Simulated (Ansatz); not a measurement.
Reflectivity of Mo (Im-3m) at normal incidence (Ansatz, PBE, independent particles, with spin-orbit coupling, line width 0.1 eV (Gaussian), carrier damping 0.05 eV):

```csv
E (eV),R (%)
1.00,85.2
1.25,68.1
1.50,56.8
1.75,59.4
2.00,60.4
2.25,63.2
2.50,64.1
2.75,61.8
3.00,59.1
3.25,56.9
3.50,57.6
3.75,57.9
4.00,59.4
4.25,67.1
4.50,69.3
4.75,73.2
5.00,72.9
```

**Question.** What colour would a polished face show in daylight?

**Answer.** Light grey: CIE x = 0.309, y = 0.333, luminous reflectivity 63 % under D65, from the mean over the axes.

[Logs are printed without paths, hosts, clocks, repeated set-up lines and the standing remarks that a program may print on its own settings, such as how far it seeks lower states.]
